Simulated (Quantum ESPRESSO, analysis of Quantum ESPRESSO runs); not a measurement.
# Interstitial H in fcc Al, hop from a tetrahedral to the next octahedral site: migration barrier against experiment (Quantum ESPRESSO)

Subject: interstitial H in fcc Al, hop from a tetrahedral to the next octahedral site. Wanted: its migration barrier, in one set-up (PBE, GBRV 1.5 PBE, 32-site cell, PBE lattice, k: 3x3x3). The model is a cell of 32 host atoms with 1 H put in. The barrier is the energy of the highest image of a climbing band over the relaxed site that the atom leaves. A local or semilocal functional is the cheapest first rung.

**The experiment.** Migration barrier: 0.452 eV, by diffusion measurements (T > 250 K); average of cited values (quoted in “Explainable Machine Learning for Hydrogen Diffusion in Metals and Random Binary Alloys”, 2023, G. M. Lu et al., quoting earlier work (1981)). The runs below try to reproduce this.

Program: Quantum ESPRESSO 7.5. Level of theory: Quantum ESPRESSO plane-wave DFT, PBE, GBRV 1.5 PBE potentials; relaxation of all atoms of a defect supercell. Results are calculated unless marked as measured.

## 1. Set-up

The cell holds 33 atoms: 32 Al and 1 H. Cell: a = 8.081 Å, b = 8.081 Å, c = 8.081 Å, α = 90.0°, β = 90.0°, γ = 90.0°. It derives from Al (space group Fm-3m). Nearest the centre at fractional (0.375, 0.375, 0.375): H33 at 0.00 Å, Al8 at 1.75 Å, Al29 at 1.75 Å, Al11 at 1.75 Å, Al18 at 1.75 Å, Al13 at 3.35 Å, Al4 at 3.35 Å, Al15 at 3.35 Å.

The host's primitive cell comes from a first run (Quantum ESPRESSO plane-wave DFT, PBE, GBRV 1.5 PBE potentials; relaxation of cell and atoms of a defect-free cell): vectors of 2.857, 2.857 and 2.857 Å. That is 16.49 Å³ an atom, 0.7 % under the diffraction cell's volume. The supercell is built on it.

## 2. Relaxation, charge 0

A barrier counts from a true minimum, so both ends of the jump are relaxed first.

The input, pw.in:

```
&CONTROL
  calculation = 'relax'
  prefix = 'pwscf'
  outdir = './tmp'
  pseudo_dir = './pseudo'
  tprnfor = .true.
  disk_io = 'low'
  nstep = 70
  forc_conv_thr = 0.00078
  etot_conv_thr = 0.0001
/
&SYSTEM
  ibrav = 0
  nat = 33
  ntyp = 2
  ecutwfc = 45
  ecutrho = 360
  nbnd = 63
  occupations = 'smearing'
  smearing = 'mv'
  degauss = 0.00734986
/
&ELECTRONS
  conv_thr = 3d-08
  electron_maxstep = 100
  mixing_beta = 0.5
/
&IONS
  ion_dynamics = 'bfgs'
/
ATOMIC_SPECIES
Al    26.9815 al_pbe_v1.uspp.F.UPF
H      1.0080 h_pbe_v1.4.uspp.F.UPF
CELL_PARAMETERS angstrom
   8.0809509360    0.0000000000    0.0000000000
   0.0000000000    8.0809509360    0.0000000000
   0.0000000000    0.0000000000    8.0809509360
ATOMIC_POSITIONS crystal
Al     0.0000000000    0.0000000000    0.0000000000
Al     0.0000000000    0.2500000000    0.2500000000
Al     0.2500000000    0.0000000000    0.2500000000
Al     0.2500000000    0.2500000000    0.0000000000
Al     0.0000000000    0.0000000000    0.5000000000
Al     0.0000000000    0.2500000000    0.7500000000
Al     0.2500000000    0.0000000000    0.7500000000
Al     0.2500000000    0.2500000000    0.5000000000
Al     0.0000000000    0.5000000000    0.0000000000
Al     0.0000000000    0.7500000000    0.2500000000
Al     0.2500000000    0.5000000000    0.2500000000
Al     0.2500000000    0.7500000000    0.0000000000
Al     0.0000000000    0.5000000000    0.5000000000
Al     0.0000000000    0.7500000000    0.7500000000
Al     0.2500000000    0.5000000000    0.7500000000
Al     0.2500000000    0.7500000000    0.5000000000
Al     0.5000000000    0.0000000000    0.0000000000
Al     0.5000000000    0.2500000000    0.2500000000
Al     0.7500000000    0.0000000000    0.2500000000
Al     0.7500000000    0.2500000000    0.0000000000
Al     0.5000000000    0.0000000000    0.5000000000
Al     0.5000000000    0.2500000000    0.7500000000
Al     0.7500000000    0.0000000000    0.7500000000
Al     0.7500000000    0.2500000000    0.5000000000
Al     0.5000000000    0.5000000000    0.0000000000
Al     0.5000000000    0.7500000000    0.2500000000
Al     0.7500000000    0.5000000000    0.2500000000
Al     0.7500000000    0.7500000000    0.0000000000
Al     0.5000000000    0.5000000000    0.5000000000
Al     0.5000000000    0.7500000000    0.7500000000
Al     0.7500000000    0.5000000000    0.7500000000
Al     0.7500000000    0.7500000000    0.5000000000
H      0.3750000000    0.3750000000    0.3750000000
K_POINTS automatic
3 3 3 0 0 0
```

Launch:

```sh
$ OMP_NUM_THREADS=1 mpirun -n 4 pw.x -nk 4 -in pw.in > pw.out
```

What it wrote:

```text
This program is part of the open-source Quantum ESPRESSO suite
     for quantum simulation of materials; please cite
         "P. Giannozzi et al., J. Phys.:Condens. Matter 21 395502 (2009);
         "P. Giannozzi et al., J. Phys.:Condens. Matter 29 465901 (2017);
         "P. Giannozzi et al., J. Chem. Phys. 152 154105 (2020);
          URL
     in publications or presentations arising from this work. More details at

     Message from routine setup:
     using ibrav=0 with symmetry is DISCOURAGED, use correct ibrav instead

     K-points division:     npool     =       4
     Subspace diagonalization in iterative solution of the eigenvalue problem:
     a serial algorithm will be used

     G-vector sticks info
     --------------------
     sticks:   dense  smooth     PW     G-vecs:    dense   smooth      PW
     Sum        6697    3341    885               410861   145165   20005

     Using Slab Decomposition

     bravais-lattice index     =            0
     lattice parameter (alat)  =      15.2708  a.u.
     unit-cell volume          =    3561.0987 (a.u.)^3
     number of atoms/cell      =           33
     number of atomic types    =            2
     number of electrons       =        97.00
     number of Kohn-Sham states=           63
     kinetic-energy cutoff     =      45.0000  Ry
     charge density cutoff     =     360.0000  Ry
     scf convergence threshold =      3.0E-08
     mixing beta               =       0.5000
     number of iterations used =            8  plain     mixing
     energy convergence thresh.=      1.0E-04
     force convergence thresh. =      7.8E-04
     Exchange-correlation=  SLA  PW   PBX  PBC
                           (   1   4   3   4   0   0   0)
     nstep                     =           70

     celldm(1)=  15.270784  celldm(2)=   0.000000  celldm(3)=   0.000000
     celldm(4)=   0.000000  celldm(5)=   0.000000  celldm(6)=   0.000000

     crystal axes: (cart. coord. in units of alat)
               a(1) = (   1.000000   0.000000   0.000000 )
               a(2) = (   0.000000   1.000000   0.000000 )
               a(3) = (   0.000000   0.000000   1.000000 )

     reciprocal axes: (cart. coord. in units 2 pi/alat)
               b(1) = (  1.000000  0.000000  0.000000 )
               b(2) = (  0.000000  1.000000  0.000000 )
               b(3) = (  0.000000  0.000000  1.000000 )

     PseudoPot. # 1 for Al read from file:
     al_pbe_v1.uspp.F.UPF
     Pseudo is Ultrasoft + core correction, Zval =  3.0
     Generated by new atomic code, or converted to UPF format
     Using radial grid of  893 points,  3 beta functions with:
                l(1) =   0
                l(2) =   1
                l(3) =   2
     Q(r) pseudized with  8 coefficients,  rinner =    0.900   0.900   0.900
                                                       0.900   0.900

     PseudoPot. # 2 for H  read from file:
     h_pbe_v1.4.uspp.F.UPF
     Pseudo is Ultrasoft, Zval =  1.0
     Generated by new atomic code, or converted to UPF format
     Using radial grid of  615 points,  2 beta functions with:
                l(1) =   0
                l(2) =   0
     Q(r) pseudized with  8 coefficients,  rinner =    0.700

     atomic species   valence    mass     pseudopotential
     Al                3.00    26.98150     Al( 1.00)
     H                 1.00     1.00800     H ( 1.00)

     24 Sym. Ops. (no inversion) found (18 have fractional translation)

   Cartesian axes

     site n.     atom                  positions (alat units)
         1        Al     tau(   1) = (   0.0000000   0.0000000   0.0000000  )
         2        Al     tau(   2) = (   0.0000000   0.2500000   0.2500000  )
         3        Al     tau(   3) = (   0.2500000   0.0000000   0.2500000  )
         4        Al     tau(   4) = (   0.2500000   0.2500000   0.0000000  )
         5        Al     tau(   5) = (   0.0000000   0.0000000   0.5000000  )
         6        Al     tau(   6) = (   0.0000000   0.2500000   0.7500000  )
         7        Al     tau(   7) = (   0.2500000   0.0000000   0.7500000  )
         8        Al     tau(   8) = (   0.2500000   0.2500000   0.5000000  )
         9        Al     tau(   9) = (   0.0000000   0.5000000   0.0000000  )
        10        Al     tau(  10) = (   0.0000000   0.7500000   0.2500000  )
        11        Al     tau(  11) = (   0.2500000   0.5000000   0.2500000  )
        12        Al     tau(  12) = (   0.2500000   0.7500000   0.0000000  )
        13        Al     tau(  13) = (   0.0000000   0.5000000   0.5000000  )
        14        Al     tau(  14) = (   0.0000000   0.7500000   0.7500000  )
        15        Al     tau(  15) = (   0.2500000   0.5000000   0.7500000  )
        16        Al     tau(  16) = (   0.2500000   0.7500000   0.5000000  )
[...]
25        Al     tau(  25) = (   0.5000000   0.5000000   0.0000000  )
        26        Al     tau(  26) = (   0.5000000   0.7500000   0.2500000  )
        27        Al     tau(  27) = (   0.7500000   0.5000000   0.2500000  )
        28        Al     tau(  28) = (   0.7500000   0.7500000   0.0000000  )
        29        Al     tau(  29) = (   0.5000000   0.5000000   0.5000000  )
        30        Al     tau(  30) = (   0.5000000   0.7500000   0.7500000  )
        31        Al     tau(  31) = (   0.7500000   0.5000000   0.7500000  )
        32        Al     tau(  32) = (   0.7500000   0.7500000   0.5000000  )
        33        H      tau(  33) = (   0.3750000   0.3750000   0.3750000  )

     number of k points=     4  Marzari-Vanderbilt smearing, width (Ry)=  0.0073
                       cart. coord. in units 2pi/alat
        k(    1) = (   0.0000000   0.0000000   0.0000000), wk =   0.0740741
        k(    2) = (   0.0000000   0.0000000   0.3333333), wk =   0.4444444
        k(    3) = (   0.0000000   0.3333333   0.3333333), wk =   0.8888889
        k(    4) = (   0.3333333   0.3333333   0.3333333), wk =   0.5925926

     Dense  grid:   410861 G-vectors     FFT dimensions: (  96,  96,  96)

     Smooth grid:   145165 G-vectors     FFT dimensions: (  72,  72,  72)

     Initial potential from superposition of free atoms

     starting charge      96.9211, renormalised to      97.0000
     Starting wfcs are  129 randomized atomic wfcs

     Self-consistent Calculation

     iteration #  1     ecut=    45.00 Ry     beta= 0.50
     Davidson diagonalization with overlap
     ethr =  1.00E-02,  avg # of iterations =  3.0

     Threshold (ethr) on eigenvalues was too large:
     Diagonalizing with lowered threshold

     Davidson diagonalization with overlap
[...]
Davidson diagonalization with overlap
     ethr =  5.78E-11,  avg # of iterations =  2.0

     total energy              =    -215.81648495 Ry
     estimated scf accuracy    <          7.2E-09 Ry

     iteration #  7     ecut=    45.00 Ry     beta= 0.50
     Davidson diagonalization with overlap
     ethr =  7.39E-12,  avg # of iterations =  2.2

     End of self-consistent calculation

          k = 0.0000 0.0000 0.0000 ( 18037 PWs)   bands (ev):

[...]
9.0038   9.0038   9.1092   9.1092   9.1093   9.1708   9.1708

          k = 0.0000 0.0000 0.3333 ( 18184 PWs)   bands (ev):

[...]
8.7634   8.7859   8.8138   9.4407   9.4704   9.4704   9.5272

          k = 0.0000 0.3333 0.3333 ( 18151 PWs)   bands (ev):

[...]
9.0251   9.0738   9.4938   9.6073   9.6454   9.6512  10.5284

          k = 0.3333 0.3333 0.3333 ( 18106 PWs)   bands (ev):

[...]
9.4218   9.6313   9.7431   9.7431   9.9201   9.9760   9.9760

     the Fermi energy is     7.7619 ev

!    total energy              =    -215.81648495 Ry
     estimated scf accuracy    <          3.4E-10 Ry
     smearing contrib. (-TS)   =       0.00295025 Ry
     internal energy E=F+TS    =    -215.81943520 Ry

     The total energy is F=E-TS. E is the sum of the following terms:
     one-electron contribution =      95.98378177 Ry
     hartree contribution      =       0.55286995 Ry
     xc contribution           =    -138.24754148 Ry
     ewald contribution        =    -174.10854544 Ry

     convergence has been achieved in   7 iterations

     Forces acting on atoms (cartesian axes, Ry/au):

[...]
Total force =     0.003821     Total SCF correction =     0.000017
     Energy error            =      8.2E-05 Ry
     Gradient error          =      8.3E-04 Ry/Bohr

     number of scf cycles    =   8
     number of bfgs steps    =   7

     energy             old  =    -215.8164032256 Ry
     energy             new  =    -215.8164849510 Ry

     CASE: energy            _new < energy            _old

     new trust radius        =       0.0049288645 bohr
     new conv_thr            =       0.0000000003 Ry

ATOMIC_POSITIONS (crystal)
[...]
NEW-OLD atomic charge density approx. for the potential

     Self-consistent Calculation

     iteration #  1     ecut=    45.00 Ry     beta= 0.50
     Davidson diagonalization with overlap
     ethr =  1.00E-06,  avg # of iterations =  2.0

     Threshold (ethr) on eigenvalues was too large:
     Diagonalizing with lowered threshold

     Davidson diagonalization with overlap
     ethr =  3.26E-09,  avg # of iterations =  5.0

     total energy              =    -215.81650764 Ry
     estimated scf accuracy    <       0.00000885 Ry

     iteration #  2     ecut=    45.00 Ry     beta= 0.50
     Davidson diagonalization with overlap
     ethr =  9.12E-09,  avg # of iterations =  2.0

     total energy              =    -215.81650962 Ry
     estimated scf accuracy    <       0.00000606 Ry

     iteration #  3     ecut=    45.00 Ry     beta= 0.50
     Davidson diagonalization with overlap
     ethr =  6.25E-09,  avg # of iterations =  2.0

     total energy              =    -215.81651065 Ry
     estimated scf accuracy    <       0.00000042 Ry

     iteration #  4     ecut=    45.00 Ry     beta= 0.50
     Davidson diagonalization with overlap
     ethr =  4.37E-10,  avg # of iterations =  2.8

     total energy              =    -215.81651072 Ry
     estimated scf accuracy    <       0.00000051 Ry

     iteration #  5     ecut=    45.00 Ry     beta= 0.50
     Davidson diagonalization with overlap
     ethr =  4.37E-10,  avg # of iterations =  2.2

     total energy              =    -215.81651079 Ry
     estimated scf accuracy    <       0.00000001 Ry

     iteration #  6     ecut=    45.00 Ry     beta= 0.50
     Davidson diagonalization with overlap
     ethr =  1.42E-11,  avg # of iterations =  2.8

     total energy              =    -215.81651079 Ry
     estimated scf accuracy    <          2.2E-09 Ry

     iteration #  7     ecut=    45.00 Ry     beta= 0.50
     Davidson diagonalization with overlap
     ethr =  2.32E-12,  avg # of iterations =  2.0

     End of self-consistent calculation

          k = 0.0000 0.0000 0.0000 ( 18037 PWs)   bands (ev):

[...]
9.0047   9.0047   9.1121   9.1121   9.1121   9.1723   9.1723

          k = 0.0000 0.0000 0.3333 ( 18184 PWs)   bands (ev):

[...]
8.7644   8.7856   8.8141   9.4435   9.4693   9.4693   9.5267

          k = 0.0000 0.3333 0.3333 ( 18151 PWs)   bands (ev):

[...]
8.2931   8.4306   8.7987   8.8561   8.8572   8.8777   8.9064   8.9183
     9.0258   9.0734   9.4937   9.6091   9.6444   9.6510  10.5282

          k = 0.3333 0.3333 0.3333 ( 18106 PWs)   bands (ev):

    -2.6768  -2.0862  -1.7562  -1.7562  -1.2199  -1.0072  -1.0072  -0.3456
     0.7117   1.2095   1.2095   1.5447   1.9144   1.9144   1.9682   1.9685
     1.9685   2.4566   2.6920   2.6920   3.1458   3.3963   3.3963   3.7626
     4.0660   4.0660   4.1221   4.1221   4.1229   4.5765   4.6973   4.6973
     4.8786   4.9763   4.9763   5.4318   5.5917   5.5917   6.5995   6.9301
     6.9301   6.9665   6.9902   6.9902   7.4605   7.6456   7.6456   7.6808
     7.7007   7.7007   8.3650   8.7795   8.9680   8.9680   9.2643   9.4219
     9.4219   9.6302   9.7442   9.7442   9.9184   9.9765   9.9765

     the Fermi energy is     7.7619 ev

!    total energy              =    -215.81651079 Ry
     estimated scf accuracy    <          9.3E-11 Ry
     smearing contrib. (-TS)   =       0.00291948 Ry
     internal energy E=F+TS    =    -215.81943027 Ry

     The total energy is F=E-TS. E is the sum of the following terms:
     one-electron contribution =      95.97703114 Ry
     hartree contribution      =       0.55591169 Ry
     xc contribution           =    -138.24766476 Ry
     ewald contribution        =    -174.10470834 Ry

     convergence has been achieved in   7 iterations

     Forces acting on atoms (cartesian axes, Ry/au):

[...]
atom   26 type  1   force =    -0.00013719   -0.00016904    0.00013719
     atom   27 type  1   force =    -0.00016904   -0.00013719    0.00013719
     atom   28 type  1   force =    -0.00019606   -0.00019606    0.00019606
     atom   29 type  1   force =    -0.00000708   -0.00000708   -0.00000708
     atom   30 type  1   force =     0.00069681   -0.00017467   -0.00017467
     atom   31 type  1   force =    -0.00017467    0.00069681   -0.00017467
     atom   32 type  1   force =    -0.00017467   -0.00017467    0.00069681
     atom   33 type  2   force =     0.00000000    0.00000000    0.00000000

     Total force =     0.002796     Total SCF correction =     0.000011
     Energy error            =      2.6E-05 Ry
     Gradient error          =      7.0E-04 Ry/Bohr

     bfgs converged in   9 scf cycles and   8 bfgs steps
     (criteria: energy <  1.0E-04 Ry, force <  7.8E-04 Ry/Bohr)

     End of BFGS Geometry Optimization

     Final energy             =    -215.8165107873 Ry

     File ./tmp/pwscf.bfgs deleted, as requested
Begin final coordinates

ATOMIC_POSITIONS (crystal)
[...]
Al               0.4996751980        0.7492003807        0.2503248020
Al               0.7492003807        0.4996751980        0.2503248020
Al               0.7496797527        0.7496797527        0.0003202473
Al               0.5092169896        0.5092169896        0.5092169896
Al               0.5002145056        0.7521826243        0.7521826243
Al               0.7521826243        0.5002145056        0.7521826243
Al               0.7521826243        0.7521826243        0.5002145056
H                0.3750000000        0.3750000000        0.3750000000
End final coordinates

=------------------------------------------------------------------------------=
   JOB DONE.
=------------------------------------------------------------------------------=
```

The job ended after 6.1 min (4 MPI ranks of Arm Neoverse V1, shared host; peak memory 2 GiB; 24 min of CPU time).

Step by step:

| step | energy less that of the first step (eV) |
| --- | --- |
| 0 | 0.0000 |
| 1 | -0.1210 |
| 2 | -0.2157 |
| 3 | -0.2918 |
| 4 | -0.3059 |
| 5 | -0.3093 |
| 6 | -0.3131 |
| 7 | -0.3142 |
| 8 | -0.3146 |

The atoms that moved most (Å):

| atom | dx | dy | dz | length |
| --- | --- | --- | --- | --- |
| Al8 | -0.074 | -0.074 | 0.074 | 0.129 |
| Al11 | -0.074 | 0.074 | -0.074 | 0.129 |
| Al18 | 0.074 | -0.074 | -0.074 | 0.129 |
| Al29 | 0.074 | 0.074 | 0.074 | 0.129 |
| Al30 | 0.002 | 0.018 | 0.018 | 0.025 |
| Al32 | 0.018 | 0.018 | 0.002 | 0.025 |
| Al31 | 0.018 | 0.002 | 0.018 | 0.025 |
| Al7 | -0.002 | -0.018 | 0.018 | 0.025 |

Final coordinates:

```xyz
33
Lattice="8.0810 0.0000 0.0000 0.0000 8.0810 0.0000 0.0000 0.0000 8.0810" Properties=species:S:1:pos:R:3 pbc="T T T"
Al    0.0026    0.0026    0.0026
Al    0.0065    2.0229    2.0229
Al    2.0229    0.0065    2.0229
Al    2.0229    2.0229    0.0065
Al   -0.0176   -0.0176    4.0422
Al   -0.0176    2.0185    6.0784
Al    2.0185   -0.0176    6.0784
Al    1.9458    1.9458    4.1150
Al   -0.0176    4.0422   -0.0176
Al   -0.0176    6.0784    2.0185
Al    1.9458    4.1150    1.9458
Al    2.0185    6.0784   -0.0176
Al    0.0065    4.0379    4.0379
Al    0.0026    6.0581    6.0581
Al    2.0229    4.0379    6.0543
Al    2.0229    6.0543    4.0379
Al    4.0422   -0.0176   -0.0176
Al    4.1150    1.9458    1.9458
Al    6.0784   -0.0176    2.0185
Al    6.0784    2.0185   -0.0176
Al    4.0379    0.0065    4.0379
Al    4.0379    2.0229    6.0543
Al    6.0581    0.0026    6.0581
Al    6.0543    2.0229    4.0379
Al    4.0379    4.0379    0.0065
Al    4.0379    6.0543    2.0229
Al    6.0543    4.0379    2.0229
Al    6.0581    6.0581    0.0026
Al    4.1150    4.1150    4.1150
Al    4.0422    6.0784    6.0784
Al    6.0784    4.0422    6.0784
Al    6.0784    6.0784    4.0422
H     3.0304    3.0304    3.0304
```

Neighbours of H33 at the end:

| atom | distance (Å) |
| --- | --- |
| Al29 | 1.879 |
| Al18 | 1.879 |
| Al8 | 1.879 |
| Al11 | 1.879 |
| Al13 | 3.343 |
| Al4 | 3.343 |
| Al15 | 3.343 |
| Al21 | 3.343 |
| Al25 | 3.343 |
| Al27 | 3.343 |
| Al26 | 3.343 |
| Al24 | 3.343 |
| Al22 | 3.343 |
| Al16 | 3.343 |
| Al2 | 3.343 |
| Al3 | 3.343 |

From the first step to the last the energy fell by 0.315 eV, and the largest move was 0.13 Å (Al8 and 3 other atoms alike).

(Part 1 of 3 ends here.)

[Logs are printed without paths, hosts, clocks, repeated set-up lines and the standing remarks that a program may print on its own settings, such as how far it seeks lower states.]

[Hosts, paths, dates, database ids (printed as entryN), source tags and the programs' standing remarks are cut or masked in the printed files.]

[For some hosts the program warned that the k-mesh of the response run may be too coarse for force constants and the static dielectric constant; such warnings are not shown here.]
